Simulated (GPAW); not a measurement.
# Calculated records

**Quasiparticle gap of ZrSe3 (P2_1/m) in GPAW**

It takes space group P2_1/m (No. 11, monoclinic). The conventional cell has a = 5.411 Å, b = 3.749 Å, c = 9.444 Å, α = 90.00°, β = 97.48°, γ = 90.00°. Nearest to Zr lie 8 Se at 2.72 to 2.87 Å. Se has 4 Zr at 2.72 to 2.87 Å nearest. Nearest to Se lie 1 Se at 2.34 Å and 2 Zr at 2.73 Å. Nearest to Se lie 1 Se at 2.34 Å and 2 Zr at 2.74 Å. Farther neighbours, and contacts between anions beyond the nearest, are not listed.

```
Zr Se
1.0
     5.41090    0.00000    0.00000
     0.00000    3.74880    0.00000
    -1.22942    0.00000    9.36363
Zr Se
2 6
Direct
  0.28500 0.25000 0.65600
  0.71500 0.75000 0.34400
  0.76200 0.25000 0.55400
  0.23800 0.75000 0.44600
  0.45600 0.25000 0.17400
  0.54400 0.75000 0.82600
  0.88800 0.25000 0.16900
  0.11200 0.75000 0.83100
```

- method: DFT, LDA, plane waves, PAW (and 1 further level or step)
- program: GPAW 26.7.0
- settings: cutoff 450 eV, GPAW PAW setups 1.2.1 data release, 4×4×2 k-mesh, nbands 262
- cost: 4 runs, 13 min in all on 8 MPI ranks of Arm Neoverse V1, shared host
- notes: The cell and positions come from the Crystallography Open Database and are kept as given unless a step says otherwise. Limits: no spin-orbit coupling. The 4×4×2 mesh is coarse for this cell, which bears on the long-range parts of exchange and screening.
- LDA gap: 0.29 eV, indirect
- G0W0 gap on the mesh: 0.90 eV
- G0W0 gap over the zone (rigid shift): 0.87 eV
- GW settings: 4×4×2 mesh, 252 bands, screening to 70 eV, Godby-Needs plasmon pole
- known limits: short of the basis limit; no spin-orbit coupling; coarse k mesh

G0W0 moves the gap on the mesh from 0.31 eV to 0.90 eV (+0.59 eV), with Z of 0.79 and 0.79 at the edges. The mesh misses the band edges by 0.02 eV in all; a rigid shift gives 0.87 eV for the zone.

[Long decimals in the printed logs are rounded to 6 places.]

[Logs are printed without paths, hosts, clocks, repeated set-up lines and the standing remarks that a program may print on its own settings, such as how far it seeks lower states.]

[Paths, hosts, dates, memory and timing lines, banners, echoed tables and standing remarks are left out of the program output; an Ansatz launch command may be rebuilt from the run's recorded settings. Measured values are a selection of at most five: reports struck by readers or far from the other reports are left out. None is set beside runs whose start may be inverted or whose files or cutoffs have a known fault.]

[Runs of the session that timed out or met a known fault of the program may be left out.]

[Hosts, paths, dates, database ids (printed as entryN), source tags and the programs' standing remarks are cut or masked in the printed files.]

[Where the starting crystal was built by hand or by swapping elements, it need not be the compound's stable phase.]
